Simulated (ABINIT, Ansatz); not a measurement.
**BiSb (Pm-3m): phonons by linear response**

Aim: the phonon dispersion of BiSb (Pm-3m), checked by a second program.

Main program and level: ABINIT 10.8.3; DFT LDA, scalar-relativistic, plane waves, HGH norm-conserving pseudopotentials.

The structure was built from a prototype and need not be the compound's stable phase.

## 1. The structure

The structure is cubic, space group Pm-3m (No. 221). Conventional cell: a = 3.800 Å, b = 3.800 Å, c = 3.800 Å, α = 90.00°, β = 90.00°, γ = 90.00°. Bi has 8 Sb at 3.29 Å nearest. Nearest to Sb lie 8 Bi at 3.29 Å. Farther neighbours are not listed.

As a file:

```cif
data_structure
_symmetry_space_group_name_H-M 'Pm-3m'
_symmetry_Int_Tables_number 221
_cell_length_a 3.8000
_cell_length_b 3.8000
_cell_length_c 3.8000
_cell_angle_alpha 90.000
_cell_angle_beta 90.000
_cell_angle_gamma 90.000
_cell_volume 54.87
loop_
_atom_site_label
_atom_site_type_symbol
_atom_site_symmetry_multiplicity
_atom_site_Wyckoff_symbol
_atom_site_fract_x
_atom_site_fract_y
_atom_site_fract_z
_atom_site_occupancy
Bi1 Bi 1 a 0.00000 0.00000 0.00000 1
Sb1 Sb 1 b 0.50000 0.50000 0.50000 1
```

## 2. Relaxing the cell and atoms

The harmonic expansion needs vanishing forces, and a free crystal bears no stress, so cell and atoms are brought to rest. Stress is more sensitive to the basis than forces are: the last 3 Ha under the cutoff are smoothed with ecutsm, and the cutoff is raised above that of the later runs.

The starting cell comes from a relaxation made beforehand in Ansatz (LDA, PseudoDojo NC).

Input file relax.abi:

```
# relaxation
ionmov 2
optcell 2
dilatmx 1.08
ntime 40
tolmxf 1.0d-05
tolvrs 1.0d-14
prtwf 0
prtden 0
chksymtnons 0

# basis, mesh and filling
ecut 26.0
ecutsm 3.0
ixc 7
ngkpt 10 10 10
nshiftk 1
shiftk 0.0 0.0 0.0
istwfk *1
occopt 7
tsmear 0.01
nband 11
nstep 100
diemac 1000000.0
prtebands 0
prtgsr 0
useylm 1

# cell and atoms
acell 3*1.0 Angstrom
rprim 
    3.800047048 0.0 0.0
    0.0 3.800047048 0.0
    0.0 0.0 3.800047048
ntypat 2
znucl 83 51
natom 2
typat 1 2
xred 
    0.0 0.0 0.0
    0.5 0.5 0.5
pp_dirpath "./pseudo"
pseudos "Bi.hgh, Sb.hgh"
```

Command:

```sh
$ OMP_NUM_THREADS=1 mpirun -n 4 abinit relax.abi > relax.log
```

Numbers of over 12 decimals in the logs are rounded to 6 here.

relax.abo, the main output file:

```text
[banners, grids, parts of the stress and lines that vanish by symmetry left out]
- input  file    -> relax.abi
- output file    -> relax.abo
- root for input  files -> relaxi
[...]
Symmetries : space group Pm -3 m (#221); Bravais cP (primitive cubic)
[...]
mpw =        3016          nfft =       46656          nkpt =          56
[...]
== DATASET  1 ==================================================================
[...]
cutoff_energies: {ecut:  26.0, pawecutdg:  -1.0, }
[...]
Exchange-correlation functional for the present dataset will be:
  LDA: Perdew-Wang 92 LSD fit to Ceperley-Alder data - ixc=7
[...]
ETOT  1  -11.207779232429    -1.121E+01 2.954E-02 5.073E+01
 ETOT  2  -11.221697077723    -1.392E-02 2.419E-02 1.374E+00
 ETOT  3  -11.221944645247    -2.476E-04 1.926E-03 1.679E-01
 ETOT  4  -11.221975265150    -3.062E-05 4.321E-04 5.466E-04
 ETOT  5  -11.221975351283    -8.613E-08 4.102E-04 5.910E-06
[...]
At SCF step    9       vres2   =  6.76E-15 < tolvrs=  1.00E-14 =>converged.
[...]
sigma(1 1)= -1.72421158E-05  sigma(3 2)=  0.00000000E+00
  sigma(2 2)= -1.72421158E-05  sigma(3 1)=  0.00000000E+00
  sigma(3 3)= -1.72421158E-05  sigma(2 1)=  0.00000000E+00
[...]
convergence: {deltae: -5.329E-14, res2:  6.759E-15, residm:  1.834E-04, diffor: null, }
etotal    :  -1.12219754E+01
[...]
ETOT  1  -11.221984195347    -1.122E+01 1.450E-04 1.214E-04
[...]
At SCF step    7       vres2   =  7.50E-17 < tolvrs=  1.00E-14 =>converged.
[...]
sigma(1 1)= -1.35857441E-05  sigma(3 2)=  0.00000000E+00
  sigma(2 2)= -1.35857441E-05  sigma(3 1)=  0.00000000E+00
  sigma(3 3)= -1.35857441E-05  sigma(2 1)=  0.00000000E+00
[...]
convergence: {deltae: -8.704E-14, res2:  7.501E-17, residm:  3.766E-05, diffor: null, }
etotal    :  -1.12219842E+01
[...]
ETOT  1  -11.221998688099    -1.122E+01 2.391E-05 1.705E-03
[...]
At SCF step    7       vres2   =  1.16E-15 < tolvrs=  1.00E-14 =>converged.
[...]
sigma(1 1)= -1.35809482E-07  sigma(3 2)=  0.00000000E+00
  sigma(2 2)= -1.35809482E-07  sigma(3 1)=  0.00000000E+00
  sigma(3 3)= -1.35809482E-07  sigma(2 1)=  0.00000000E+00
[...]
convergence: {deltae: -3.908E-14, res2:  1.161E-15, residm:  7.668E-06, diffor: null, }
etotal    :  -1.12219989E+01
[...]
ETOT  1  -11.221998939168    -1.122E+01 8.291E-06 1.730E-07
[...]
ETOT  4  -11.221998939193    -3.961E-13 8.781E-06 7.430E-13
 ETOT  5  -11.221998939193     2.078E-13 1.696E-05 6.942E-15
 At SCF step    5       vres2   =  6.94E-15 < tolvrs=  1.00E-14 =>converged.
[...]
sigma(1 1)= -1.09505156E-09  sigma(3 2)=  0.00000000E+00
  sigma(2 2)= -1.09505156E-09  sigma(3 1)=  0.00000000E+00
  sigma(3 3)= -1.09505156E-09  sigma(2 1)=  0.00000000E+00
[...]
convergence: {deltae:  2.078E-13, res2:  6.942E-15, residm:  1.696E-05, diffor: null, }
etotal    :  -1.12219989E+01
[...]
At Broyd/MD step   4, gradients are converged :
[...]
sigma(1 1)= -1.09505156E-09  sigma(3 2)=  0.00000000E+00
  sigma(2 2)= -1.09505156E-09  sigma(3 1)=  0.00000000E+00
  sigma(3 3)= -1.09505156E-09  sigma(2 1)=  0.00000000E+00
[...]
- sigma(1 1)= -3.22175293E-05  sigma(3 2)=  0.00000000E+00
- sigma(2 2)= -3.22175292E-05  sigma(3 1)=  0.00000000E+00
- sigma(3 3)= -3.22175291E-05  sigma(2 1)=  0.00000000E+00
[...]
fcart     -0.0000000000E+00 -0.0000000000E+00 -0.0000000000E+00
           strten     -1.0950515633E-09 -1.0950515616E-09 -1.0950515581E-09
================================================================================

[key lines of the parts left out:]
pressure_GPa:   3.2218E-05
Total energy (etotal) [Ha]= -1.12219989391933E+01
```

The job ended after 22 s (4 MPI ranks of Intel Xeon 6975P-C (Granite Rapids), shared host; 87 s of CPU time).

The steps of the relaxation:

| step | energy less that of the first step (eV) | largest force (eV/Å) | volume (Å³) |
| --- | --- | --- | --- |
| 1 | 0.0000 | 0.0000 | 54.87 |
| 2 | -0.0002 | 0.0000 | 54.96 |
| 3 | -0.0006 | 0.0000 | 55.28 |
| 4 | -0.0006 | 0.0000 | 55.28 |

| conventional cell, symmetrised | before | after | change |
| --- | --- | --- | --- |
| a (Å) | 3.800 | 3.809 | +0.2 % |
| b (Å) | 3.800 | 3.809 | +0.2 % |
| c (Å) | 3.800 | 3.809 | +0.2 % |
| volume (Å³/atom) | 27.44 | 27.64 | +0.7 % |

Final coordinates:

```cif
data_structure
_symmetry_space_group_name_H-M 'P 1'
_symmetry_Int_Tables_number 1
_cell_length_a 3.8094
_cell_length_b 3.8094
_cell_length_c 3.8094
_cell_angle_alpha 90.000
_cell_angle_beta 90.000
_cell_angle_gamma 90.000
_cell_volume 55.28
loop_
_atom_site_label
_atom_site_type_symbol
_atom_site_fract_x
_atom_site_fract_y
_atom_site_fract_z
_atom_site_occupancy
Bi1 Bi 0.00000 0.00000 0.00000 1
Sb2 Sb 0.50000 0.50000 0.50000 1
```

This step gave:

| Property | Result |
| --- | --- |
| volume per atom | 27.64 Å³ |
| pressure | 3.22e-5 GPa |
| gap on the k-mesh | 0 eV |

The volume changes by +0.7 % from the cell with which this run began.

## 3. Ground state

The response is built on these wavefunctions, so the potential is converged far more tightly than an energy would need. Occupations are smeared.

Input file gs.abi:

```
# ground state
tolvrs 1.0d-16
prtden 1
prtwf 1

# basis, mesh and filling
ecut 20.0
ixc 7
ngkpt 10 10 10
nshiftk 1
shiftk 0.0 0.0 0.0
istwfk *1
occopt 7
tsmear 0.01
nband 11
nstep 100
diemac 1000000.0
prtebands 0
prtgsr 0
useylm 1

# cell and atoms
acell 3*1.0 Angstrom
rprim 
    3.809444733 0.0 0.0
    0.0 3.809444733 0.0
    0.0 0.0 3.809444733
ntypat 2
znucl 83 51
natom 2
typat 1 2
xred 
    0.0 0.0 0.0
    0.5 0.5 0.5
pp_dirpath "./pseudo"
pseudos "Bi.hgh, Sb.hgh"
```

Command:

```sh
$ OMP_NUM_THREADS=1 mpirun -n 4 abinit gs.abi > gs.log
```

gs.abo, the main output file:

```text
[banners, grids, parts of the stress and lines that vanish by symmetry left out]
- input  file    -> gs.abi
- output file    -> gs.abo
- root for input  files -> gsi
[...]
Symmetries : space group Pm -3 m (#221); Bravais cP (primitive cubic)
[...]
mpw =        1628          nfft =       27000          nkpt =          56
[...]
== DATASET  1 ==================================================================
[...]
cutoff_energies: {ecut:  20.0, pawecutdg:  -1.0, }
[...]
Exchange-correlation functional for the present dataset will be:
  LDA: Perdew-Wang 92 LSD fit to Ceperley-Alder data - ixc=7
[...]
ETOT  1  -11.208364778169    -1.121E+01 3.969E-02 3.012E+01
 ETOT  2  -11.221579227169    -1.321E-02 2.665E-03 9.242E-01
 ETOT  3  -11.221869263163    -2.900E-04 3.688E-03 1.159E-01
 ETOT  4  -11.221906098584    -3.684E-05 9.616E-04 2.846E-04
 ETOT  5  -11.221906172571    -7.399E-08 1.010E-03 2.030E-06
[...]
ETOT  9  -11.221906173206     1.616E-13 3.281E-04 5.974E-15
 ETOT 10  -11.221906173206    -1.297E-13 2.111E-04 2.455E-18
 At SCF step   10       vres2   =  2.45E-18 < tolvrs=  1.00E-16 =>converged.
[...]
sigma(1 1)=  1.69032718E-06  sigma(3 2)=  0.00000000E+00
  sigma(2 2)=  1.69032718E-06  sigma(3 1)=  0.00000000E+00
  sigma(3 3)=  1.69032718E-06  sigma(2 1)=  0.00000000E+00
[...]
convergence: {deltae: -1.297E-13, res2:  2.455E-18, residm:  2.111E-04, diffor: null, }
etotal    :  -1.12219062E+01
[...]
sigma(1 1)=  1.69032718E-06  sigma(3 2)=  0.00000000E+00
  sigma(2 2)=  1.69032718E-06  sigma(3 1)=  0.00000000E+00
  sigma(3 3)=  1.69032718E-06  sigma(2 1)=  0.00000000E+00
[...]
- sigma(1 1)=  4.97311427E-02  sigma(3 2)=  0.00000000E+00
- sigma(2 2)=  4.97311427E-02  sigma(3 1)=  0.00000000E+00
- sigma(3 3)=  4.97311427E-02  sigma(2 1)=  0.00000000E+00
[...]
fcart     -0.0000000000E+00 -0.0000000000E+00 -0.0000000000E+00
           strten      1.6903271846E-06  1.6903271846E-06  1.6903271846E-06
================================================================================

[key lines of the parts left out:]
pressure_GPa:  -4.9731E-02
```

It took 4.8 s on 4 MPI ranks; 18 s of CPU time.

This step gave:

* pressure: -0.04973 GPa

The cell stands at -0.050 GPa, close enough for phonons.

## 4. Linear response at Γ

At q = 0 one unit cell holds all displacements. The response is solved for single atoms along the cell's directions, and symmetry skips those that follow from others. The crystal is treated as a metal, which screens a static field, so no field response is asked.

Input file dfpt_gamma.abi:

```

# common to the responses
getwfk_filepath "gso_WFK"
kptopt 2
nqpt 1
qpt 0.0 0.0 0.0
asr 0
chneut 0

# displacements
rfphon 1
rfatpol 1 2
rfdir 1 1 1
tolvrs 1.0d-10
prtwf 0
prtpot 1

# basis, mesh and filling
ecut 20.0
ixc 7
ngkpt 10 10 10
nshiftk 1
shiftk 0.0 0.0 0.0
istwfk *1
occopt 7
tsmear 0.01
nband 11
nstep 100
diemac 1000000.0
prtebands 0
prtgsr 0
useylm 1

# cell and atoms
acell 3*1.0 Angstrom
rprim 
    3.809444733 0.0 0.0
    0.0 3.809444733 0.0
    0.0 0.0 3.809444733
ntypat 2
znucl 83 51
natom 2
typat 1 2
xred 
    0.0 0.0 0.0
    0.5 0.5 0.5
pp_dirpath "./pseudo"
pseudos "Bi.hgh, Sb.hgh"
```

Command:

```sh
$ OMP_NUM_THREADS=1 mpirun -n 4 abinit dfpt_gamma.abi > dfpt_gamma.log
```

dfpt_gamma.abo, the main output file:

```text
[banners, grids, parts of the stress and lines that vanish by symmetry left out]
- input  file    -> dfpt_gamma.abi
- output file    -> dfpt_gamma.abo
- root for input  files -> dfpt_gammai
- root for output files -> dfpt_gammao

 Symmetries : space group Pm -3 m (#221); Bravais cP (primitive cubic)
================================================================================
 Values of the parameters that define the memory need of the present run (RF).
     intxc =       0      iscf =       7    lmnmax =      14     lnmax =       6
     mgfft =      30  mpssoang =       3    mqgrid =    3001     natom =       2
  nloc_mem =       1    nspden =       1   nspinor =       1    nsppol =       1
      nsym =      48    n1xccc =       0    ntypat =       2    occopt =       7
   xclevel =       1
-    mband =          11        mffmem =           1         mkmem =         126
-   mkqmem =         126        mk1mem =         126           mpw =        1628
      nfft =       27000          nkpt =         504
- my_mband =          11
================================================================================
================================================================================

--------------------------------------------------------------------------------
------------- Echo of variables that govern the present computation ------------
--------------------------------------------------------------------------------
-
- outvars: echo of selected default values
-   iomode0 =  0 , fftalg0 =312 , wfoptalg0 =  0
-
- outvars: echo of global parameters not present in the input file
-  max_nthreads =    1
-
 -outvars: echo values of preprocessed input variables
 [... echo left out ...]
================================================================================

 chkinp: Checking input parameters for consistency.

[...]
== DATASET  1 ==================================================================
-   mpi_nproc: 4, omp_nthreads: 1 (-1 if OMP is not activated)

--- !DatasetInfo
iteration_state: {dtset: 1, }
dimensions: {natom: 2, nkpt: 504, mband: 11, nsppol: 1, nspinor: 1, nspden: 1, mpw: 1628, }
cutoff_energies: {ecut:  20.0, pawecutdg:  -1.0, }
electrons: {nelect:   1.00000000E+01, charge:   0.00000000E+00, occopt:   7.00000000E+00, tsmear:   1.00000000E-02, }
meta: {optdriver: 1, rfphon: 1, }
...

 mkfilename: getwfk from: gso_WFK

 Exchange-correlation functional for the present dataset will be:
  LDA: Perdew-Wang 92 LSD fit to Ceperley-Alder data - ixc=7
 Citation for XC functional:
  J.P.Perdew and Y.Wang, PRB 45, 13244 (1992)

 Real(R)+Recip(G) space primitive vectors, cartesian coordinates (Bohr,Bohr^-1):
 R(1)=  7.1988072  0.0000000  0.0000000  G(1)=  0.1389119  0.0000000  0.0000000
 R(2)=  0.0000000  7.1988072  0.0000000  G(2)=  0.0000000  0.1389119  0.0000000
 R(3)=  0.0000000  0.0000000  7.1988072  G(3)=  0.0000000  0.0000000  0.1389119
 Unit cell volume ucvol=  3.7306253E+02 bohr^3
 Angles (23,13,12)=  9.00000000E+01  9.00000000E+01  9.00000000E+01 degrees
 setup1 : take into account q-point for computing boxcut.

 getcut: wavevector=  0.0000  0.0000  0.0000  ngfft=  30  30  30
         ecut(hartree)=     20.000   => boxcut(ratio)=   2.07005

--- Pseudopotential description ------------------------------------------------
- pspini: atom type   1  psp file is ./pseudo/Bi.hgh

- pspini: atom type   2  psp file is ./pseudo/Sb.hgh

   6.73387265E+02                                ecore*ucvol(ha*bohr**3)
--------------------------------------------------------------------------------

 ==>  initialize data related to q vector <==

 The list of irreducible perturbations for this q vector is:
    1)    idir= 1    ipert=   1
    2)    idir= 1    ipert=   2

[...]
The perturbation idir=   2  ipert=   1 is
 symmetric of a previously calculated perturbation.
 So, its SCF calculation is not needed.

 The perturbation idir=   3  ipert=   1 is
 symmetric of a previously calculated perturbation.
 So, its SCF calculation is not needed.

 The perturbation idir=   2  ipert=   2 is
 symmetric of a previously calculated perturbation.
 So, its SCF calculation is not needed.

 The perturbation idir=   3  ipert=   2 is
 symmetric of a previously calculated perturbation.
 So, its SCF calculation is not needed.

--------------------------------------------------------------------------------
 Perturbation wavevector (in red.coord.)   0.000000  0.000000  0.000000
 Perturbation : displacement of atom   1   along direction   1
 Found     8 symmetries that leave the perturbation invariant.

[...]
dfpt_looppert : total number of electrons, from k and k+q
  fully or partially occupied states are    1.000000E+01 and    1.000000E+01.
 Initialisation of the first-order wave-functions :
  ireadwf=   0

--- !BeginCycle
iteration_state: {dtset: 1, }
solver: {iscf: 7, nstep: 100, nline: 4, wfoptalg: 0, }
tolerances: {tolvrs: 1.00E-10, }
...

     iter   2DEtotal(Ha)        deltaE(Ha) residm    vres2
-ETOT  1   14.941542161645     -7.670E+01 1.321E+00 2.804E+04
 ETOT  2  0.331312     -1.461E+01 2.836E-01 2.502E+02
 ETOT  3  0.207946     -1.234E-01 8.632E-01 3.794E+00
 ETOT  4  0.206132     -1.814E-03 2.119E-02 1.744E-02
 ETOT  5  0.206123     -8.631E-06 1.508E-02 2.001E-05
[...]
At SCF step    8       vres2   =  6.09E-12 < tolvrs=  1.00E-10 =>converged.
[...]
Mean square residual over all n,k,spin=   21.469E-07; max=  24.277E-04

 Thirteen components of 2nd-order total energy (hartree) are
 1,2,3: 0th-order hamiltonian combined with 1st-order wavefunctions
     kin0=   7.54435436E+01 eigvalue=   4.32962704E+00  local=  -1.58806746E+01
 4,5,6: 1st-order hamiltonian combined with 1st and 0th-order wfs
 loc psp =  -1.00937359E+02  Hartree=   1.57501822E+01     xc=  -8.70939224E+00
 note that "loc psp" includes a xc core correction that could be resolved
 7,8,9: eventually, occupation + non-local contributions
    edocc=   9.86487165E+00     enl0=   1.06323045E+01   enl1=  -8.19235652E+01
 1-9 gives the relaxation energy (to be shifted if some occ is /=2.0)
   erelax=  -9.14304623E+01
 10,11,12 Non-relaxation  contributions : frozen-wavefunctions and Ewald
 fr.local=   3.67368025E+01 fr.nonlo=   4.03529630E+01  Ewald=   1.45468203E+01
 13,14 Frozen wf xc core corrections (1) and (2)
 frxc 1  =   0.00000000E+00  frxc 2 =   0.00000000E+00
 Resulting in :
 2DEtotal=    0.2061234755E+00 Ha. Also 2DEtotal=    0.560890550681E+01 eV
    (2DErelax=   -9.1430462253E+01 Ha. 2DEnonrelax=    9.1636585729E+01 Ha)
    (  non-var. 2DEtotal :    2.0612347539E-01 Ha)

[...]
Perturbation wavevector (in red.coord.)   0.000000  0.000000  0.000000
 Perturbation : displacement of atom   2   along direction   1
 Found     8 symmetries that leave the perturbation invariant.

--------------------------------------------------------------------------------

--------------------------------------------------------------------------------

 dfpt_looppert : total number of electrons, from k and k+q
  fully or partially occupied states are    1.000000E+01 and    1.000000E+01.
 Initialisation of the first-order wave-functions :
  ireadwf=   0

--- !BeginCycle
iteration_state: {dtset: 1, }
solver: {iscf: 7, nstep: 100, nline: 4, wfoptalg: 0, }
tolerances: {tolvrs: 1.00E-10, }
...

     iter   2DEtotal(Ha)        deltaE(Ha) residm    vres2
-ETOT  1   18.452327817871     -8.912E+01 3.582E+00 3.358E+04
[...]
ETOT  8  0.205860     -1.720E-12 3.804E-02 1.547E-10
 ETOT  9  0.205860     -4.121E-13 2.390E-02 4.718E-13

 At SCF step    9       vres2   =  4.72E-13 < tolvrs=  1.00E-10 =>converged.
[...]
Mean square residual over all n,k,spin=   21.080E-06; max=  23.903E-03

 Thirteen components of 2nd-order total energy (hartree) are
 1,2,3: 0th-order hamiltonian combined with 1st-order wavefunctions
     kin0=   8.82690659E+01 eigvalue=   3.23481913E+00  local=  -2.14918261E+01
 4,5,6: 1st-order hamiltonian combined with 1st and 0th-order wfs
 loc psp =  -1.04432968E+02  Hartree=   1.82856083E+01     xc=  -1.01191479E+01
 note that "loc psp" includes a xc core correction that could be resolved
 7,8,9: eventually, occupation + non-local contributions
    edocc=   1.02788638E+01     enl0=   1.89066519E+01   enl1=  -1.10295102E+02
 1-9 gives the relaxation energy (to be shifted if some occ is /=2.0)
   erelax=  -1.07364035E+02
 10,11,12 Non-relaxation  contributions : frozen-wavefunctions and Ewald
 fr.local=   3.89391569E+01 fr.nonlo=   5.40839183E+01  Ewald=   1.45468203E+01
 13,14 Frozen wf xc core corrections (1) and (2)
 frxc 1  =   0.00000000E+00  frxc 2 =   0.00000000E+00
 Resulting in :
 2DEtotal=    0.2058604472E+00 Ha. Also 2DEtotal=    0.560174814250E+01 eV
    (2DErelax=   -1.0736403507E+02 Ha. 2DEnonrelax=    1.0756989552E+02 Ha)
    (  non-var. 2DEtotal :    2.0586048891E-01 Ha)

[...]
---- first-order wavefunction calculations are completed ----

 ==> Compute Derivative Database <==

 [... matrices left out ...]
  Phonon wavevector (reduced coordinates) :  0.00000  0.00000  0.00000
 Phonon energies in Hartree :
   2.603426E-06  2.603427E-06  2.603428E-06  1.683226E-04  1.683226E-04
   1.683226E-04
 Phonon frequencies in cm-1    :
-  5.713860E-01  5.713861E-01  5.713863E-01  3.694255E+01  3.694255E+01
-  3.694255E+01

== END DATASET(S) ==============================================================
================================================================================

 -outvars: echo values of variables after computation
            acell      1.8897261259E+00  1.8897261259E+00  1.8897261259E+00 Bohr
           etotal      2.0586044724E-01
            fcart      0.0000000000E+00  0.0000000000E+00  0.0000000000E+00
           strten      0.0000000000E+00  0.0000000000E+00  0.0000000000E+00
================================================================================
```

Run time: 15 s. Hardware: 4 MPI ranks; 61 s of CPU time.

This step gave:

- largest acoustic frequency at the zone centre before the sum rule: 0.57 cm⁻¹
- highest optical zone-centre mode (no LO-TO term): 36.94 cm⁻¹
- lowest optical zone-centre mode: 36.94 cm⁻¹

The acoustic modes at Γ come out as far as 0.6 cm⁻¹ from zero, where they should vanish, a small numerical error.

(Continued in part 2 of 3.)

[Host names and launcher messages were left out of these logs when they were recorded.]

[Logs are printed without paths, hosts, clocks, repeated set-up lines and the standing remarks that a program may print on its own settings, such as how far it seeks lower states.]

[Hosts, paths, dates, database ids (printed as entryN), source tags and the programs' standing remarks are cut or masked in the printed files.]
